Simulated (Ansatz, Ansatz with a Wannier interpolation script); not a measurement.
An input for Ansatz 0.2.0 (TiO2 (Anatase)):

```yaml
crystal:
  lattice:
    - [-1.911021, 1.911021, 4.6936378207]
    - [1.911021, -1.911021, 4.6936378207]
    - [1.911021, 1.911021, -4.6936378207]
  atoms:
    - { symbol: Ti, position: [0.0, 0.0, 0.0] }
    - { symbol: Ti, position: [0.75, 0.25, 0.5] }
    - { symbol: O, position: [0.20890359, 0.20890359, 0.0] }
    - { symbol: O, position: [0.95890359, 0.45890359, 0.5] }
    - { symbol: O, position: [0.54109641, 0.04109641, 0.5] }
    - { symbol: O, position: [0.79109641, 0.79109641, 0.0] }
kpoints:
  mp_grid: { grid: [6, 6, 6] }
hamiltonian:
  xc: lda
scf:
  occupations: { method: fixed }
  n_extra_bands: 36
output:
  wannier:
    kmesh: [12, 12, 12]
    projections: [{ species: O, l: p, shell: 2 }, { species: Ti, l: d, shell: 3 }]
    minimise: true
    write_hr: true
    seedname: w
    conv_tol: 1.0e-06
    max_iter: 20000
    stability_check: false
    disentanglement:
      window: [1.93, 15.27]
      frozen_window: [1.93, 11.81]
      conv_tol: 1.0e-08
```

```sh
ansatz run input.yaml --threads 16 --pin off --max-ram 64512MiB --backend cuda --events-out ev --progress --plain --runs-dir out --devices 1 --max-vram 78GiB
```

**Question.** Estimate wall time and host memory on 1 × NVIDIA GB200 (shared by 2 runs) with 16 threads of Arm Neoverse V2, shared host.

It took 15 s; on shared hardware allow 7.6 s to 30 s. Peak host memory was 2.2 GiB.

[Paths, hosts, dates, memory and timing lines, banners, echoed tables and standing remarks are left out of the program output.]

[Logs are printed without paths, hosts, clocks, repeated set-up lines and the standing remarks that a program may print on its own settings, such as how far it seeks lower states.]

[Runs of the session that timed out or met a known fault of the program may be left out.]

[Hosts, paths, dates, database ids (printed as entryN), source tags and the programs' standing remarks are cut or masked in the printed files.]
